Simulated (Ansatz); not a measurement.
## Dielectric response of GaN (110) films

How well do thin zincblende GaN (110) films screen a perpendicular field?

Method: plane-wave DFT, PBE, Ansatz PAW, in the first sound run; inputs show where later runs differ, in Ansatz 0.2.0.

The raw output is cut from this account; settings, times and results stay.

## 1. The starting structure

The cell holds 10 atoms: 5 Ga and 5 N. Cell: a = 3.182 Å, b = 4.500 Å, c = 24.364 Å, α = 90.0°, β = 90.0°, γ = 90.0°. It derives from GaN (zincblende GaN). Vacuum lies along c.

Coordinates:

```xyz
10
Lattice="3.1820 0.0000 0.0000 0.0000 4.5000 0.0000 0.0000 0.0000 24.3640" Properties=species:S:1:pos:R:3
Ga    1.5910    2.2500    9.0000
N     0.0000    3.3750    9.0000
Ga    0.0000    0.0000   10.5910
N     1.5910    1.1250   10.5910
Ga    1.5910    2.2500   12.1820
N     0.0000    3.3750   12.1820
Ga    0.0000    0.0000   13.7730
N     1.5910    1.1250   13.7730
Ga    1.5910    2.2500   15.3640
N     0.0000    3.3750   15.3640
```

## 2. Relaxation, 10 atoms, units 5

The structure is relaxed first, because levels and dipoles at a surface follow the positions of the outer atoms.

Contents of input.yaml:

```yaml
crystal:
  lattice:
    - [3.18198052, 0.0, 0.0]
    - [0.0, 4.5, 0.0]
    - [0.0, 0.0, 24.3639610307]
  atoms:
    - { symbol: Ga, position: [0.5, 0.5, 0.3693980625] }
    - { symbol: "N", position: [0.0, 0.75, 0.3693980625] }
    - { symbol: Ga, position: [0.0, 0.0, 0.4346990313] }
    - { symbol: "N", position: [0.5, 0.25, 0.4346990313] }
    - { symbol: Ga, position: [0.5, 0.5, 0.5] }
    - { symbol: "N", position: [0.0, 0.75, 0.5] }
    - { symbol: Ga, position: [0.0, 0.0, 0.5653009687] }
    - { symbol: "N", position: [0.5, 0.25, 0.5653009687] }
    - { symbol: Ga, position: [0.5, 0.5, 0.6306019375] }
    - { symbol: "N", position: [0.0, 0.75, 0.6306019375] }
kpoints:
  mp_grid: { grid: [8, 6, 1] }
hamiltonian:
  xc: pbe
scf:
  occupations: { method: fixed }
  convergence: { dr2_threshold: 1.0e-09 }
efield:
  axis: 3
  dipole_correction: true
  ramp_position: 0.97
  ramp_width: 0.06
relax:
  f_tol: 0.003
  max_steps: 100
output:
  write_potential: true
  write_density: true
  volumetric_format: npy
```

On the command line:

```sh
ansatz run input.yaml --threads 8 --pin off --max-ram 12288MiB --backend cpu --events-out ev --progress --plain --runs-dir out
```

The job ended after 51 s (8 threads of Arm Neoverse N1, shared host; peak memory 1.2 GiB).

Relaxation path:

```csv
step,energy less that of the first step (eV),largest force component (eV/Å)
1,0.0000,2.3611
2,-0.6750,1.1449
3,-0.7963,0.4199
4,-0.8192,0.0699
5,-0.8200,0.0177
6,-0.8200,0.0025
```

Forces are held to the 2 operations that the program found; a distortion that breaks them can't arise in this run.

The atoms that moved most (Å):

```csv
atom,dx,dy,dz,length
Ga9,0.000,0.169,-0.143,0.221
Ga1,0.000,0.169,0.143,0.221
N10,0.000,-0.033,0.101,0.106
N2,0.000,-0.033,-0.101,0.106
Ga3,0.000,-0.047,-0.070,0.084
Ga7,0.000,-0.047,0.070,0.084
N4,0.000,-0.053,-0.039,0.066
N8,0.000,-0.053,0.039,0.066
```

Final coordinates:

```cif
data_structure
_symmetry_space_group_name_H-M 'P 1'
_symmetry_Int_Tables_number 1
_cell_length_a 3.1820
_cell_length_b 4.5000
_cell_length_c 24.3640
_cell_angle_alpha 90.000
_cell_angle_beta 90.000
_cell_angle_gamma 90.000
_cell_volume 348.87
loop_
_atom_site_label
_atom_site_type_symbol
_atom_site_fract_x
_atom_site_fract_y
_atom_site_fract_z
_atom_site_occupancy
Ga1 Ga 0.50000 0.53754 0.37526 1
N2 N 0.00000 0.74275 0.36524 1
Ga3 Ga 0.00000 0.98962 0.43182 1
N4 N 0.50000 0.23820 0.43310 1
Ga5 Ga 0.50000 0.49031 0.50000 1
N6 N 0.00000 0.74347 0.50000 1
Ga7 Ga 0.00000 0.98962 0.56818 1
N8 N 0.50000 0.23820 0.56690 1
Ga9 Ga 0.50000 0.53754 0.62474 1
N10 N 0.00000 0.74275 0.63476 1
```

Read from the output:

| Quantity | Value |
| --- | --- |
| gap on the k-mesh | 1.499 eV |
| dipole along the normal | 1.21e-6 e·Å |
| ionisation energy, upper face | 5.780 eV |
| electron affinity, upper face | 4.281 eV |

Running mean over 1.591 Å of the planar mean; the ramp of the sawtooth is left out. Table of electron's electrostatic potential energy less the highest filled level by z:

z (Å), electron's electrostatic potential energy less the highest filled level (eV) and a bar from the least value:
```
      3.0       5.78 ##############################
      3.5       5.78 ##############################
      4.0       5.78 ##############################
      4.5       5.78 ##############################
      5.0       5.78 ##############################
      5.5       5.78 ##############################
      6.0       5.77 ##############################
      6.5       5.74 ##############################
      7.0       5.60 ##############################
      7.5       4.97 ############################
      8.0       2.47 #####################
      8.5      -1.13 ###########
      9.0      -3.57 ####
      9.5      -4.71 #
     10.0      -5.05 
     10.5      -4.88 
     11.0      -4.32 ##
     11.5      -4.12 ###
     12.0      -4.22 ##
     12.5      -4.19 ##
     13.0      -4.14 ###
     13.5      -4.45 ##
     14.0      -5.01 
     14.5      -4.99 
     15.0      -4.53 #
     15.5      -3.03 ######
     16.0      -0.22 #############
     16.5       3.38 #######################
     17.0       5.25 #############################
     17.5       5.66 ##############################
     18.0       5.75 ##############################
     18.5       5.77 ##############################
     19.0       5.78 ##############################
     19.5       5.78 ##############################
     20.0       5.78 ##############################
     20.5       5.78 ##############################
     21.0       5.78 ##############################
```

The relaxation took 6 steps and lowered the energy by 0.82 eV; the largest force on the free atoms ends at 0.0025 eV/Å.

The gap is 1.50 eV, with the valence edge 5.78 eV and the conduction edge 4.28 eV under the upper vacuum level.

## 3. The relaxed film, single point, 10 atoms, units 5

The film was relaxed beforehand; a single point on the relaxed positions gives its levels and potential.

input.yaml, the sections that differ from step 2:

```yaml
crystal:
  lattice:
    - [3.18198052, 0.0, 0.0]
    - [0.0, 4.5, 0.0]
    - [0.0, 0.0, 24.3639610307]
  atoms:
    - { symbol: Ga, position: [0.5, 0.5375370566, 0.3752580802] }
    - { symbol: "N", position: [0.0, 0.7427548504, 0.3652432025] }
    - { symbol: Ga, position: [0.0, -0.0103842992, 0.4318174117] }
    - { symbol: "N", position: [0.5, 0.2382041033, 0.4331016715] }
    - { symbol: Ga, position: [0.5, 0.4903082817, 0.499999989] }
    - { symbol: "N", position: [0.0, 0.7434682355, 0.4999999997] }
    - { symbol: Ga, position: [0.0, -0.0103843154, 0.5681825808] }
    - { symbol: "N", position: [0.5, 0.2382041238, 0.5668983296] }
    - { symbol: Ga, position: [0.5, 0.5375370742, 0.6247419213] }
    - { symbol: "N", position: [0.0, 0.7427548891, 0.6347568137] }
output:
  eigenvalues: true
  write_potential: true
  write_density: true
  volumetric_format: npy
# kpoints, hamiltonian, scf, efield: as in step 2
# relax: removed
```

Elapsed: 12 s, on 8 threads; peak memory 1.2 GiB; 94 s of CPU time.

Numbers from this step:

```
dipole along the normal : -8.89e-6 e·Å
```

Running mean over 1.591 Å of the planar mean; the ramp of the sawtooth is left out. The electron's electrostatic potential energy less the highest filled level by z:

z (Å), electron's electrostatic potential energy less the highest filled level (eV) and a bar from the least value:
```
      3.0       5.78 ##############################
      3.5       5.78 ##############################
      4.0       5.78 ##############################
      4.5       5.78 ##############################
      5.0       5.78 ##############################
      5.5       5.78 ##############################
      6.0       5.77 ##############################
      6.5       5.74 ##############################
      7.0       5.60 ##############################
      7.5       4.97 ############################
      8.0       2.47 #####################
      8.5      -1.13 ###########
      9.0      -3.57 ####
      9.5      -4.71 #
     10.0      -5.05 
     10.5      -4.88 
     11.0      -4.32 ##
     11.5      -4.12 ###
     12.0      -4.22 ##
     12.5      -4.19 ##
     13.0      -4.14 ###
     13.5      -4.45 ##
     14.0      -5.01 
     14.5      -4.99 
     15.0      -4.53 #
     15.5      -3.03 ######
     16.0      -0.22 #############
     16.5       3.38 #######################
     17.0       5.25 #############################
     17.5       5.66 ##############################
     18.0       5.75 ##############################
     18.5       5.77 ##############################
     19.0       5.78 ##############################
     19.5       5.78 ##############################
     20.0       5.78 ##############################
     20.5       5.78 ##############################
     21.0       5.78 ##############################
```

The gap is 1.50 eV, with the valence edge 5.78 eV and the conduction edge 4.28 eV under the upper vacuum level.

## 4. Atoms held, 10 atoms, units 5, field 0.05 V/Å

A sawtooth potential applies the field, turning back in the middle of the vacuum. With the dipole correction the typed value is the field outside the slab. The induced dipole is small, so the SCF threshold is tight.

input.yaml, as its differences from that of step 3:

```diff
@@ -22,3 +22,3 @@
   occupations: { method: fixed }
-  convergence: { dr2_threshold: 1.0e-09 }
+  convergence: { dr2_threshold: 1.0e-10 }
 efield:
@@ -28,4 +28,4 @@
   ramp_width: 0.06
+  amplitude: 0.05
 output:
-  eigenvalues: true
   write_potential: true
```

The job ended after 15 s (8 threads; peak memory 1.2 GiB).

This step gave:

- gap on the k-mesh: 1.498 eV
- dipole along the normal: 0.02982 e·Å

The dipole is 0.0298 e·Å, and the gap on the mesh 1.498 eV.

## 5. Atoms held, 10 atoms, units 5, field -0.05 V/Å

input.yaml, as its differences from that of step 4:

```diff
@@ -28,3 +28,3 @@
   ramp_width: 0.06
-  amplitude: 0.05
+  amplitude: -0.05
 output:
```

Wall time 15 s (8 threads); peak memory 1.2 GiB.

The dipole is -0.0298 e·Å, and the gap on the mesh 1.498 eV.

## 6. Response with the atoms held, 10 atoms, units 5

This step: plane-wave DFT, PBE, Ansatz PAW; response to a field along the normal, atoms held (Ansatz 0.2.0).

The two fields give this film's response with the atoms held: the electronic part.

This step gave:

- equivalent conductor thickness p/(ε₀AE): 7.537 Å
- distance between the outer atoms: 6.566 Å
- thickness: 7.955 Å

Local field over the applied field, running mean. From the potentials at -0.05 and 0.05 V/Å; running mean over 1.591 Å, taken twice. Table of local field over applied field by z:

z (Å), local field over applied field and a bar from the least value:
```
        4      1.000 ##############################
        5      0.997 ##############################
        6      0.975 #############################
        7      0.850 #########################
        8      0.527 ##############
        9      0.206 ###
       10      0.120 
       11      0.142 #
       12      0.145 #
       13      0.145 #
       14      0.127 
       15      0.147 #
       16      0.390 #########
       17      0.753 ######################
       18      0.949 ############################
       19      0.993 ##############################
       20      0.999 ##############################
```

The induced electron density oscillates, so the rows of the table below give means over 0.5 Å (shorter at the two ends). Its distinct maxima (Å: e/Å³ per V/Å): 8.12: 0.00342, 9.07: 0.00147, 10.96: 5.0e-4, 12.45: 7.2e-4, 14.21: 9.6e-4, 15.57: -7.4e-4. Distinct minima: 8.80: 7.4e-4, 10.15: -9.6e-4, 11.91: -7.2e-4, 13.40: -5.0e-4, 15.30: -0.00147, 16.24: -0.00342.

Electrons, planar mean, per unit field. Induced electron density against z; means over each step:

z (Å), induced electron density (e/Å³ per V/Å) and a bar from the least value:
```
      4.0    0.00000 ###############
      4.5    0.00000 ###############
      5.0    0.00002 ###############
      5.5    0.00005 ###############
      6.0    0.00014 ###############
      6.5    0.00038 ################
      7.0    0.00095 ###################
      7.5    0.00208 #########################
      8.0    0.00322 ##############################
      8.5    0.00201 ########################
      9.0    0.00117 ####################
      9.5    0.00033 ################
     10.0   -0.00082 ###########
     10.5   -0.00035 #############
     11.0    0.00042 #################
     11.5   -0.00003 ##############
     12.0   -0.00040 #############
     12.5    0.00050 #################
     13.0   -0.00016 ##############
     13.5   -0.00037 #############
     14.0    0.00065 ##################
     14.5    0.00066 ##################
     15.0   -0.00080 ###########
     15.5   -0.00110 #########
     16.0   -0.00261 ##
     16.5   -0.00303 
     17.0   -0.00172 ######
     17.5   -0.00075 ###########
     18.0   -0.00029 #############
     18.5   -0.00010 ##############
     19.0   -0.00004 ##############
     19.5   -0.00001 ##############
     20.0    0.00000 ###############
```

By hand: between -0.05 and 0.05 V/Å the dipole changes by 0.05965 e·Å, a slope of 0.5965 e·Å²/V. A perfect conductor of thickness t has p = ε₀AEt, so t = 180.95 × 0.5965 / 14.319 = 7.54 Å (e/ε₀ = 180.95 V·Å, A in Å²).

The induced dipole is that of a conductor 7.54 Å thick.

## 7. Relaxing in the field, 10 atoms, field 0.05 V/Å

This step: plane-wave DFT, PBE, Ansatz PAW (Ansatz 0.2.0).

Now the atoms may follow the field. A weak field makes forces of meV/Å to tens of meV/Å, so the force tolerance is set well below the usual one.

input.yaml, as its differences from that of step 5:

```diff
@@ -28,3 +28,6 @@
   ramp_width: 0.06
-  amplitude: -0.05
+  amplitude: 0.05
+relax:
+  f_tol: 0.0006
+  max_steps: 70
 output:
```

Wall time 34 s (8 threads); peak memory 1.2 GiB.

No atom moved by 0.005 Å in the relaxation.

This step gave:

| Quantity | Value |
| --- | --- |
| dipole along the normal | 0.03260 e·Å |

The relaxation took 4 steps and lowered the energy by 7.1e-5 eV; the largest force on the free atoms ends at 5.0e-4 eV/Å.

The dipole is 0.0326 e·Å, and the gap on the mesh 1.498 eV.

## 8. Field on, atoms free, 10 atoms, field -0.05 V/Å

The opposite sign, again from the field-free geometry; the difference of the two cancels what relaxes without a field.

input.yaml, as its differences from that of step 7:

```diff
@@ -28,3 +28,3 @@
   ramp_width: 0.06
-  amplitude: 0.05
+  amplitude: -0.05
 relax:
```

Wall time 34 s (8 threads); peak memory 1.2 GiB; 4.4 min of CPU time.

Hardly anything moved in the relaxation; the energy changed by under 0.2 meV an atom.

The relaxation took 4 steps and lowered the energy by 7.1e-5 eV; the largest force on the free atoms ends at 5.0e-4 eV/Å.

The dipole is -0.0326 e·Å, and the gap on the mesh 1.498 eV.

## 9. Response with the atoms relaxed, 10 atoms, units 5

This step: plane-wave DFT, PBE, Ansatz PAW; response to a field along the normal, atoms relaxed (Ansatz 0.2.0).

The two relaxed runs give the static response.

This step gave:

- equivalent conductor thickness p/(ε₀AE): 8.240 Å
- distance between the outer atoms: 6.567 Å

Local field over the applied field, running mean. From the potentials at -0.05 and 0.05 V/Å; running mean over 1.591 Å, taken twice. Table of local field over applied field by z:

z (Å), local field over applied field and a bar from the least value:
```
      4.0      1.000 ##############################
      4.5      0.999 ##############################
      5.0      0.997 ##############################
      5.5      0.992 ##############################
      6.0      0.976 #############################
      6.5      0.937 ############################
      7.0      0.831 #########################
      7.5      0.668 ####################
      8.0      0.478 ##############
      8.5      0.257 ########
      9.0      0.110 ###
      9.5     -0.004 
     10.0      0.042 #
     10.5      0.077 ##
     11.0      0.123 ####
     11.5      0.084 ###
     12.0      0.066 ##
     12.5      0.064 ##
     13.0      0.105 ###
     13.5      0.112 ###
     14.0      0.069 ##
     14.5      0.021 #
     15.0      0.014 #
     15.5      0.149 #####
     16.0      0.309 #########
     16.5      0.537 ################
     17.0      0.714 #####################
     17.5      0.869 ##########################
     18.0      0.952 #############################
     18.5      0.982 #############################
     19.0      0.994 ##############################
     19.5      0.998 ##############################
     20.0      0.999 ##############################
```

The induced dipole is that of a conductor 8.24 Å thick.

## 10. Relaxing the film, 16 atoms, units 8

This step: plane-wave DFT, PBE, Ansatz PAW (Ansatz 0.2.0).

System of this step: GaN (110), 8 units. The cell holds 16 atoms: 8 Ga and 8 N. Its edges and angles: a = 3.182 Å, b = 4.500 Å, c = 29.137 Å, α = 90.0°, β = 90.0°, γ = 90.0°. It derives from GaN (zincblende GaN). Vacuum lies along c.

The next thickness, treated alike, so that differences show the interior and the faces cancel.

Contents of input.yaml:

```yaml
crystal:
  lattice:
    - [3.18198052, 0.0, 0.0]
    - [0.0, 4.5, 0.0]
    - [0.0, 0.0, 29.1369318037]
  atoms:
    - { symbol: Ga, position: [0.5, 0.5, 0.3088863323] }
    - { symbol: "N", position: [0.0, 0.75, 0.3088863323] }
    - { symbol: Ga, position: [0.0, 0.0, 0.3634902374] }
    - { symbol: "N", position: [0.5, 0.25, 0.3634902374] }
    - { symbol: Ga, position: [0.5, 0.5, 0.4180941424] }
    - { symbol: "N", position: [0.0, 0.75, 0.4180941424] }
    - { symbol: Ga, position: [0.0, 0.0, 0.4726980475] }
    - { symbol: "N", position: [0.5, 0.25, 0.4726980475] }
    - { symbol: Ga, position: [0.5, 0.5, 0.5273019525] }
    - { symbol: "N", position: [0.0, 0.75, 0.5273019525] }
    - { symbol: Ga, position: [0.0, 0.0, 0.5819058576] }
    - { symbol: "N", position: [0.5, 0.25, 0.5819058576] }
    - { symbol: Ga, position: [0.5, 0.5, 0.6365097626] }
    - { symbol: "N", position: [0.0, 0.75, 0.6365097626] }
    - { symbol: Ga, position: [0.0, 0.0, 0.6911136677] }
    - { symbol: "N", position: [0.5, 0.25, 0.6911136677] }
kpoints:
  mp_grid: { grid: [8, 6, 1] }
hamiltonian:
  xc: pbe
scf:
  occupations: { method: fixed }
  convergence: { dr2_threshold: 1.0e-09 }
efield:
  axis: 3
  dipole_correction: true
  ramp_position: 0.97
  ramp_width: 0.06
relax:
  f_tol: 0.003
  max_steps: 100
output:
  write_potential: true
  write_density: true
  volumetric_format: npy
```

It took 1.8 min on 8 threads; peak memory 1.9 GiB.

Step by step:

```csv
step,energy less that of the first step (eV),largest force component (eV/Å)
1,0.0000,2.3331
2,-0.6852,1.1461
3,-0.8116,0.4029
4,-0.8354,0.0405
5,-0.8359,0.0059
6,-0.8359,0.0027
```

Forces are held to the 2 operations that the program found; a distortion that breaks them can't arise in this run.

The atoms that moved most (Å):

```csv
atom,dx,dy,dz,length
Ga15,0.000,0.186,-0.106,0.214
Ga1,0.000,0.186,0.106,0.214
N2,0.000,-0.016,-0.140,0.141
N16,0.000,-0.016,0.140,0.141
Ga3,0.000,-0.026,-0.116,0.119
Ga13,0.000,-0.026,0.116,0.119
N14,0.000,-0.034,0.077,0.084
N4,0.000,-0.034,-0.077,0.084
```

The relaxed structure:

```cif
data_structure
_symmetry_space_group_name_H-M 'P 1'
_symmetry_Int_Tables_number 1
_cell_length_a 3.1820
_cell_length_b 4.5000
_cell_length_c 29.1369
_cell_angle_alpha 90.000
_cell_angle_beta 90.000
_cell_angle_gamma 90.000
_cell_volume 417.21
loop_
_atom_site_label
_atom_site_type_symbol
_atom_site_fract_x
_atom_site_fract_y
_atom_site_fract_z
_atom_site_occupancy
Ga1 Ga 0.50000 0.54126 0.31252 1
N2 N 0.00000 0.74646 0.30407 1
Ga3 Ga 0.00000 0.99429 0.35949 1
N4 N 0.50000 0.24236 0.36084 1
Ga5 Ga 0.50000 0.49337 0.41720 1
N6 N 0.00000 0.74601 0.41650 1
Ga7 Ga 0.00000 0.99181 0.47201 1
N8 N 0.50000 0.24445 0.47230 1
Ga9 Ga 0.50000 0.49181 0.52799 1
N10 N 0.00000 0.74445 0.52770 1
Ga11 Ga 0.00000 0.99337 0.58280 1
N12 N 0.50000 0.24601 0.58350 1
Ga13 Ga 0.50000 0.49429 0.64051 1
N14 N 0.00000 0.74236 0.63916 1
Ga15 Ga 0.00000 0.04126 0.68748 1
N16 N 0.50000 0.24646 0.69593 1
```

The relaxation took 6 steps and lowered the energy by 0.84 eV; the largest force on the free atoms ends at 0.0027 eV/Å.

The gap is 1.54 eV, with the valence edge 5.80 eV and the conduction edge 4.26 eV under the upper vacuum level.

(Part 1 of 3 ends here.)

[Long decimals in the printed logs are rounded to 6 places.]

[Logs are printed without paths, hosts, clocks, repeated set-up lines and the standing remarks that a program may print on its own settings, such as how far it seeks lower states.]

[Hosts, paths, dates, database ids (printed as entryN), source tags and the programs' standing remarks are cut or masked in the printed files.]

[Maps of the electrostatic potential energy from Ansatz leave out the sawtooth potential of an applied field or a dipole correction, so their vacuum need not be flat; planar profiles and work functions include it.]
